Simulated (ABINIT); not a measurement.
# TlBiS3 (Pm-3m): zone-centre phonons

Which modes does TlBiS3 (Pm-3m) have at the zone centre?

Calculated with ABINIT 10.8.3; DFT LDA, scalar-relativistic, plane waves, HGH norm-conserving pseudopotentials.

The structure was built from a prototype and need not be the compound's stable phase.

## 1. The starting structure

The structure is cubic, space group Pm-3m (No. 221). The conventional cell has a = 5.096 Å, b = 5.096 Å, c = 5.096 Å, α = 90.00°, β = 90.00°, γ = 90.00°. Tl has 12 S at 3.60 Å nearest. Bi has 6 S at 2.55 Å nearest. S has 2 Bi at 2.55 Å nearest. Farther neighbours and most contacts between anions are not listed.

Structure file:

```cif
data_structure
_symmetry_space_group_name_H-M 'Pm-3m'
_symmetry_Int_Tables_number 221
_cell_length_a 5.0960
_cell_length_b 5.0960
_cell_length_c 5.0960
_cell_angle_alpha 90.000
_cell_angle_beta 90.000
_cell_angle_gamma 90.000
_cell_volume 132.34
loop_
_atom_site_label
_atom_site_type_symbol
_atom_site_symmetry_multiplicity
_atom_site_Wyckoff_symbol
_atom_site_fract_x
_atom_site_fract_y
_atom_site_fract_z
_atom_site_occupancy
Tl1 Tl 1 a 0.00000 0.00000 0.00000 1
Bi1 Bi 1 b 0.50000 0.50000 0.50000 1
S1 S 3 c 0.50000 0.50000 0.00000 1
```

## 2. A probe with smearing

A first run with smearing and empty bands tells whether the crystal has a gap, which decides between fixed occupations and smearing later on.

Contents of probe.abi:

```
# ground state
tolvrs 1.0d-08
prtden 1
prtwf 1

# basis, mesh and filling
ecut 24.0
ixc 7
ngkpt 4 4 4
nshiftk 1
shiftk 0.0 0.0 0.0
istwfk *1
occopt 7
tsmear 0.005
nband 20
nstep 100
diemac 9.0
prtebands 0
prtgsr 0

# cell and atoms
acell 9.630044331 9.630044331 9.630044331
rprim 
    1.0 0.0 0.0
    0.0 1.0 0.0
    0.0 0.0 1.0
ntypat 3
znucl 81 83 16
natom 5
typat 1 2 3 3 3
xred 
    0.0 0.0 0.0
    0.5 0.5 0.5
    0.5 0.5 0.0
    0.5 0.0 0.5
    0.0 0.5 0.5
pp_dirpath "./pseudo"
pseudos "Tl.hgh, Bi.hgh, S.hgh"
```

On the command line:

```bash
> OMP_NUM_THREADS=1 mpirun -n 4 abinit probe.abi > probe.log
```

Numbers of over 12 decimals in the logs are rounded to 6 here.

probe.abo, the main output file:

```text
[banners, grids, parts of the stress and lines that vanish by symmetry left out]
- input  file    -> probe.abi
- output file    -> probe.abo
- root for input  files -> probei
[...]
Symmetries : space group Pm -3 m (#221); Bravais cP (primitive cubic)
[...]
mpw =        5056          nfft =       91125          nkpt =          10
[...]
== DATASET  1 ==================================================================
[...]
cutoff_energies: {ecut:  24.0, pawecutdg:  -1.0, }
[...]
Exchange-correlation functional for the present dataset will be:
  LDA: Perdew-Wang 92 LSD fit to Ceperley-Alder data - ixc=7
[...]
ETOT  1  -38.176976653479    -3.818E+01 2.418E-02 1.006E+03
 ETOT  2  -38.393821539927    -2.168E-01 6.807E-03 1.897E+02
 ETOT  3  -38.451126635191    -5.731E-02 7.762E-04 5.131E+00
 ETOT  4  -38.452026634779    -9.000E-04 3.092E-04 7.266E-02
 ETOT  5  -38.452042034026    -1.540E-05 4.920E-05 1.349E-04
 ETOT  6  -38.452042066945    -3.292E-08 2.055E-05 2.370E-06
 ETOT  7  -38.452042067616    -6.715E-10 1.241E-05 5.920E-08
 ETOT  8  -38.452042067621    -5.286E-12 5.855E-06 2.230E-09
 At SCF step    8       vres2   =  2.23E-09 < tolvrs=  1.00E-08 =>converged.
[...]
sigma(1 1)= -1.03851308E-05  sigma(3 2)=  0.00000000E+00
  sigma(2 2)= -1.03851308E-05  sigma(3 1)=  0.00000000E+00
  sigma(3 3)= -1.03851308E-05  sigma(2 1)=  0.00000000E+00
[...]
convergence: {deltae: -5.286E-12, res2:  2.230E-09, residm:  5.855E-06, diffor: null, }
etotal    :  -3.84520421E+01
[...]
sigma(1 1)= -1.03851308E-05  sigma(3 2)=  0.00000000E+00
  sigma(2 2)= -1.03851308E-05  sigma(3 1)=  0.00000000E+00
  sigma(3 3)= -1.03851308E-05  sigma(2 1)=  0.00000000E+00
[...]
- sigma(1 1)= -3.05541097E-01  sigma(3 2)=  0.00000000E+00
- sigma(2 2)= -3.05541097E-01  sigma(3 1)=  0.00000000E+00
- sigma(3 3)= -3.05541097E-01  sigma(2 1)=  0.00000000E+00
[...]
fcart     -0.0000000000E+00 -0.0000000000E+00 -0.0000000000E+00
           strten     -1.0385130818E-05 -1.0385130818E-05 -1.0385130818E-05
================================================================================

[key lines of the parts left out:]
pressure_GPa:   3.0554E-01
```

Run time: 8.8 s. Hardware: 4 MPI ranks of Arm Neoverse V2, shared host; 35 s of CPU time.

This step gave:

- volume per atom: 26.47 Å³
- pressure: 0.3055 GPa
- gap on the k-mesh: 0 eV

No gap opens on this mesh, so smearing is kept; the printed pressure holds the stress of the finite basis too.

## 3. Rough relaxation

The typed start is rough, so a first relaxation with smearing and loose thresholds takes it towards rest cheaply.

Contents of prerelax.abi:

```
# relaxation
ionmov 2
optcell 2
dilatmx 1.15
chkdilatmx 0
ntime 40
tolmxf 3.0d-04
tolvrs 1.0d-10
prtwf 0
prtden 0
chksymtnons 0

# basis, mesh and filling
ecut 25.0
ecutsm 3.0
ixc 7
ngkpt 4 4 4
nshiftk 1
shiftk 0.0 0.0 0.0
istwfk *1
occopt 7
tsmear 0.005
nband 20
nstep 100
diemac 1000000.0
prtebands 0
prtgsr 0

# cell and atoms
acell 9.630044331 9.630044331 9.630044331
rprim 
    1.0 0.0 0.0
    0.0 1.0 0.0
    0.0 0.0 1.0
ntypat 3
znucl 81 83 16
natom 5
typat 1 2 3 3 3
xred 
    0.0 0.0 0.0
    0.5 0.5 0.5
    0.5 0.5 0.0
    0.5 0.0 0.5
    0.0 0.5 0.5
pp_dirpath "./pseudo"
pseudos "Tl.hgh, Bi.hgh, S.hgh"
```

On the command line:

```bash
> OMP_NUM_THREADS=1 mpirun -n 4 abinit prerelax.abi > prerelax.log
```

prerelax.abo, the main output file:

```text
[banners, grids, parts of the stress and lines that vanish by symmetry left out]
- input  file    -> prerelax.abi
- output file    -> prerelax.abo
- root for input  files -> prerelaxi
[...]
Symmetries : space group Pm -3 m (#221); Bravais cP (primitive cubic)
[...]
mpw =        8217          nfft =      125000          nkpt =          10
[...]
== DATASET  1 ==================================================================
[...]
cutoff_energies: {ecut:  25.0, pawecutdg:  -1.0, }
[...]
Exchange-correlation functional for the present dataset will be:
  LDA: Perdew-Wang 92 LSD fit to Ceperley-Alder data - ixc=7
[...]
ETOT  1  -38.176402423167    -3.818E+01 4.274E-02 1.378E+03
 ETOT  2  -38.415159186688    -2.388E-01 1.190E-02 1.978E+02
 ETOT  3  -38.450579478985    -3.542E-02 1.698E-03 1.312E+01
 ETOT  4  -38.451653764419    -1.074E-03 1.655E-03 3.933E-01
[...]
ETOT  9  -38.451868505194    -1.648E-12 5.139E-09 2.020E-12
 At SCF step    9       vres2   =  2.02E-12 < tolvrs=  1.00E-10 =>converged.
[...]
sigma(1 1)= -5.55396018E-07  sigma(3 2)=  0.00000000E+00
  sigma(2 2)= -5.55396018E-07  sigma(3 1)=  0.00000000E+00
  sigma(3 3)= -5.55396018E-07  sigma(2 1)=  0.00000000E+00
[...]
convergence: {deltae: -1.648E-12, res2:  2.020E-12, residm:  5.139E-09, diffor: null, }
etotal    :  -3.84518685E+01
[...]
At Broyd/MD step   3, gradients are converged :
[...]
sigma(1 1)= -5.55396018E-07  sigma(3 2)=  0.00000000E+00
  sigma(2 2)= -5.55396018E-07  sigma(3 1)=  0.00000000E+00
  sigma(3 3)= -5.55396018E-07  sigma(2 1)=  0.00000000E+00
[...]
- sigma(1 1)= -1.63403150E-02  sigma(3 2)=  0.00000000E+00
- sigma(2 2)= -1.63403150E-02  sigma(3 1)=  0.00000000E+00
- sigma(3 3)= -1.63403150E-02  sigma(2 1)=  0.00000000E+00
[...]
fcart     -0.0000000000E+00 -0.0000000000E+00 -0.0000000000E+00
           strten     -5.5539601780E-07 -5.5539601779E-07 -5.5539601779E-07
================================================================================

[key lines of the parts left out:]
pressure_GPa:   1.6340E-02
Total energy (etotal) [Ha]= -3.84518685051942E+01
```

It took 38 s on 4 MPI ranks; 2.5 min of CPU time.

The steps of the relaxation:

```
step  energy less that of the first step (eV)  largest force (eV/Å)  volume (Å³)
   1                                   0.0000                0.0000       132.34
   2                                  -0.0013                0.0000       132.65
   3                                  -0.0049                0.0000       134.38
```

```
conventional cell, symmetrised  before  after  change
                         a (Å)   5.096  5.122  +0.5 %
                         b (Å)   5.096  5.122  +0.5 %
                         c (Å)   5.096  5.122  +0.5 %
              volume (Å³/atom)   26.47  26.88  +1.5 %
```

The relaxed structure:

```xyz
5
Lattice="5.1221 0.0000 0.0000 0.0000 5.1221 0.0000 0.0000 0.0000 5.1221" Properties=species:S:1:pos:R:3 pbc="T T T"
Tl    0.0000    0.0000    0.0000
Bi    2.5611    2.5611    2.5611
S     2.5611    2.5611    0.0000
S     2.5611    0.0000    2.5611
S     0.0000    2.5611    2.5611
```

Numbers from this step:

```yaml
volume_per_atom: 26.88 Å³
pressure: 0.01634 GPa
```

The volume changes by +1.5 % in this run and stands +1.5 % from the first cell.

## 4. Relaxing the cell and atoms

The harmonic expansion needs vanishing forces, and a free crystal bears no stress, so cell and atoms are brought to rest. Stress is more sensitive to the basis than forces are: the last 3 Ha under the cutoff are smoothed with ecutsm, and the cutoff is raised above that of the later runs.

Contents of relax.abi:

```
# relaxation
ionmov 2
optcell 2
dilatmx 1.08
ntime 40
tolmxf 1.0d-05
tolvrs 1.0d-14
prtwf 0
prtden 0
chksymtnons 0

# basis, mesh and filling
ecut 31.0
ecutsm 3.0
ixc 7
ngkpt 4 4 4
nshiftk 1
shiftk 0.0 0.0 0.0
istwfk *1
occopt 7
tsmear 0.01
nband 20
nstep 100
diemac 1000000.0
prtebands 0
prtgsr 0

# cell and atoms
acell 9.679368981 9.679368981 9.679368981
rprim 
    1.0 0.0 0.0
    0.0 1.0 0.0
    0.0 0.0 1.0
ntypat 3
znucl 81 83 16
natom 5
typat 1 2 3 3 3
xred 
    0.0 0.0 0.0
    0.5 0.5 0.5
    0.5 0.5 0.0
    0.5 0.0 0.5
    0.0 0.5 0.5
pp_dirpath "./pseudo"
pseudos "Tl.hgh, Bi.hgh, S.hgh"
```

On the command line:

```bash
> OMP_NUM_THREADS=1 mpirun -n 4 abinit relax.abi > relax.log
```

relax.abo, the main output file:

```text
[banners, grids, parts of the stress and lines that vanish by symmetry left out]
- input  file    -> relax.abi
- output file    -> relax.abo
- root for input  files -> relaxi
[...]
Symmetries : space group Pm -3 m (#221); Bravais cP (primitive cubic)
[...]
mpw =        9476          nfft =      157464          nkpt =          10
[...]
== DATASET  1 ==================================================================
[...]
cutoff_energies: {ecut:  31.0, pawecutdg:  -1.0, }
[...]
Exchange-correlation functional for the present dataset will be:
  LDA: Perdew-Wang 92 LSD fit to Ceperley-Alder data - ixc=7
[...]
ETOT  1  -38.174458520547    -3.817E+01 3.918E-02 1.735E+03
 ETOT  2  -38.418036977809    -2.436E-01 2.269E-03 2.559E+02
 ETOT  3  -38.456211828149    -3.817E-02 4.427E-04 1.968E+01
 ETOT  4  -38.457503771952    -1.292E-03 5.383E-04 4.623E-01
 ETOT  5  -38.457554748802    -5.098E-05 3.448E-05 3.546E-02
[...]
At SCF step   13       vres2   =  3.09E-16 < tolvrs=  1.00E-14 =>converged.
[...]
sigma(1 1)= -1.20293098E-05  sigma(3 2)=  0.00000000E+00
  sigma(2 2)= -1.20293098E-05  sigma(3 1)=  0.00000000E+00
  sigma(3 3)= -1.20293098E-05  sigma(2 1)=  0.00000000E+00
[...]
convergence: {deltae: -3.553E-14, res2:  3.090E-16, residm:  4.477E-07, diffor: null, }
etotal    :  -3.84575572E+01
[...]
ETOT  1  -38.457560511585    -3.846E+01 4.532E-07 9.388E-02
[...]
At SCF step   10       vres2   =  3.72E-16 < tolvrs=  1.00E-14 =>converged.
[...]
sigma(1 1)= -1.03652174E-05  sigma(3 2)=  0.00000000E+00
  sigma(2 2)= -1.03652174E-05  sigma(3 1)=  0.00000000E+00
  sigma(3 3)= -1.03652174E-05  sigma(2 1)=  0.00000000E+00
[...]
convergence: {deltae: -1.201E-12, res2:  3.719E-16, residm:  2.544E-09, diffor: null, }
etotal    :  -3.84575682E+01
[...]
ETOT  1  -38.457290904751    -3.846E+01 1.473E-07 3.726E+00
[...]
At SCF step   11       vres2   =  5.76E-16 < tolvrs=  1.00E-14 =>converged.
[...]
sigma(1 1)= -1.41139522E-07  sigma(3 2)=  0.00000000E+00
  sigma(2 2)= -1.41139522E-07  sigma(3 1)=  0.00000000E+00
  sigma(3 3)= -1.41139522E-07  sigma(2 1)=  0.00000000E+00
[...]
convergence: {deltae: -1.414E-12, res2:  5.757E-16, residm:  2.733E-11, diffor: null, }
etotal    :  -3.84576005E+01
[...]
ETOT  1  -38.457600449624    -3.846E+01 8.168E-11 7.089E-04
[...]
ETOT  8  -38.457600508264     3.908E-13 1.570E-13 1.232E-14
 ETOT  9  -38.457600508263     1.023E-12 9.300E-14 2.173E-16
 At SCF step    9       vres2   =  2.17E-16 < tolvrs=  1.00E-14 =>converged.
[...]
sigma(1 1)= -1.70239192E-09  sigma(3 2)=  0.00000000E+00
  sigma(2 2)= -1.70239192E-09  sigma(3 1)=  0.00000000E+00
  sigma(3 3)= -1.70239192E-09  sigma(2 1)=  0.00000000E+00
[...]
convergence: {deltae:  1.023E-12, res2:  2.173E-16, residm:  9.300E-14, diffor: null, }
etotal    :  -3.84576005E+01
[...]
At Broyd/MD step   4, gradients are converged :
[...]
sigma(1 1)= -1.70239192E-09  sigma(3 2)=  0.00000000E+00
  sigma(2 2)= -1.70239192E-09  sigma(3 1)=  0.00000000E+00
  sigma(3 3)= -1.70239192E-09  sigma(2 1)=  0.00000000E+00
[...]
- sigma(1 1)= -5.00860995E-05  sigma(3 2)=  0.00000000E+00
- sigma(2 2)= -5.00860995E-05  sigma(3 1)=  0.00000000E+00
- sigma(3 3)= -5.00860996E-05  sigma(2 1)=  0.00000000E+00
[...]
fcart     -0.0000000000E+00 -0.0000000000E+00 -0.0000000000E+00
           strten     -1.7023919199E-09 -1.7023919212E-09 -1.7023919217E-09
================================================================================

[key lines of the parts left out:]
pressure_GPa:   5.0086E-05
Total energy (etotal) [Ha]= -3.84576005082626E+01
```

It took 71 s on 4 MPI ranks.

Relaxation path:

```
step  energy less that of the first step (eV)  largest force (eV/Å)  volume (Å³)
   1                                   0.0000                0.0000       134.38
   2                                  -0.0003                0.0000       134.53
   3                                  -0.0012                0.0000       135.44
   4                                  -0.0012                0.0000       135.46
```

```
conventional cell, symmetrised  before  after  change
                         a (Å)   5.122  5.136  +0.3 %
                         b (Å)   5.122  5.136  +0.3 %
                         c (Å)   5.122  5.136  +0.3 %
              volume (Å³/atom)   26.88  27.09  +0.8 %
```

The relaxed structure:

```xyz
5
Lattice="5.1357 0.0000 0.0000 0.0000 5.1357 0.0000 0.0000 0.0000 5.1357" Properties=species:S:1:pos:R:3 pbc="T T T"
Tl    0.0000    0.0000    0.0000
Bi    2.5679    2.5679    2.5679
S     2.5679    2.5679    0.0000
S     2.5679    0.0000    2.5679
S     0.0000    2.5679    2.5679
```

This step gave:

```
volume per atom : 27.09 Å³
pressure        : 5.01e-5 GPa
```

The volume changes by +0.8 % in this run and stands +2.4 % from the first cell.

## 5. Ground state

First-order wavefunctions inherit every error of the ground state, hence the very tight tolvrs. Smearing stays on, as the first look found no gap above 0.3 eV.

Contents of gs.abi:

```
# ground state
tolvrs 1.0d-16
prtden 1
prtwf 1

# basis, mesh and filling
ecut 24.0
ixc 7
ngkpt 4 4 4
nshiftk 1
shiftk 0.0 0.0 0.0
istwfk *1
occopt 7
tsmear 0.01
nband 20
nstep 100
diemac 1000000.0
prtebands 0
prtgsr 0

# cell and atoms
acell 9.705095923 9.705095923 9.705095923
rprim 
    1.0 0.0 0.0
    0.0 1.0 0.0
    0.0 0.0 1.0
ntypat 3
znucl 81 83 16
natom 5
typat 1 2 3 3 3
xred 
    0.0 0.0 0.0
    0.5 0.5 0.5
    0.5 0.5 0.0
    0.5 0.0 0.5
    0.0 0.5 0.5
pp_dirpath "./pseudo"
pseudos "Tl.hgh, Bi.hgh, S.hgh"
```

On the command line:

```bash
> OMP_NUM_THREADS=1 mpirun -n 4 abinit gs.abi > gs.log
```

gs.abo, the main output file:

```text
[banners, grids, parts of the stress and lines that vanish by symmetry left out]
- input  file    -> gs.abi
- output file    -> gs.abo
- root for input  files -> gsi
[...]
Symmetries : space group Pm -3 m (#221); Bravais cP (primitive cubic)
[...]
mpw =        5216          nfft =       91125          nkpt =          10
[...]
== DATASET  1 ==================================================================
[...]
cutoff_energies: {ecut:  24.0, pawecutdg:  -1.0, }
[...]
Exchange-correlation functional for the present dataset will be:
  LDA: Perdew-Wang 92 LSD fit to Ceperley-Alder data - ixc=7
[...]
ETOT  1  -38.173500434526    -3.817E+01 2.183E-02 1.000E+03
 ETOT  2  -38.415977771827    -2.425E-01 6.592E-03 1.437E+02
 ETOT  3  -38.453337286252    -3.736E-02 1.866E-03 1.148E+01
 ETOT  4  -38.454674654974    -1.337E-03 6.967E-04 2.926E-01
 ETOT  5  -38.454733882310    -5.923E-05 1.300E-04 2.514E-02
[...]
ETOT 12  -38.454737008430     6.182E-13 7.487E-07 5.785E-15
 ETOT 13  -38.454737008430     3.055E-13 8.589E-07 6.273E-17
 At SCF step   13       vres2   =  6.27E-17 < tolvrs=  1.00E-16 =>converged.
[...]
sigma(1 1)=  1.41049876E-05  sigma(3 2)=  0.00000000E+00
  sigma(2 2)=  1.41049876E-05  sigma(3 1)=  0.00000000E+00
  sigma(3 3)=  1.41049876E-05  sigma(2 1)=  0.00000000E+00
[...]
convergence: {deltae:  3.055E-13, res2:  6.273E-17, residm:  8.589E-07, diffor: null, }
etotal    :  -3.84547370E+01
[...]
sigma(1 1)=  1.41049876E-05  sigma(3 2)=  0.00000000E+00
  sigma(2 2)=  1.41049876E-05  sigma(3 1)=  0.00000000E+00
  sigma(3 3)=  1.41049876E-05  sigma(2 1)=  0.00000000E+00
[...]
- sigma(1 1)=  4.14983064E-01  sigma(3 2)=  0.00000000E+00
- sigma(2 2)=  4.14983064E-01  sigma(3 1)=  0.00000000E+00
- sigma(3 3)=  4.14983064E-01  sigma(2 1)=  0.00000000E+00
[...]
fcart     -0.0000000000E+00 -0.0000000000E+00 -0.0000000000E+00
           strten      1.4104987645E-05  1.4104987645E-05  1.4104987645E-05
================================================================================

[key lines of the parts left out:]
pressure_GPa:  -4.1498E-01
```

Elapsed: 13 s, on 4 MPI ranks.

Numbers from this step:

* pressure: -0.4150 GPa

The cell stands at -0.41 GPa: the relaxation ran with a smoothed and higher cutoff, and the difference is a stress of the finite basis.

(Part 1 of 4 ends here.)

[Host names and launcher messages were left out of these logs when they were recorded.]

[Logs are printed without paths, hosts, clocks, repeated set-up lines and the standing remarks that a program may print on its own settings, such as how far it seeks lower states.]

[Hosts, paths, dates, database ids (printed as entryN), source tags and the programs' standing remarks are cut or masked in the printed files.]
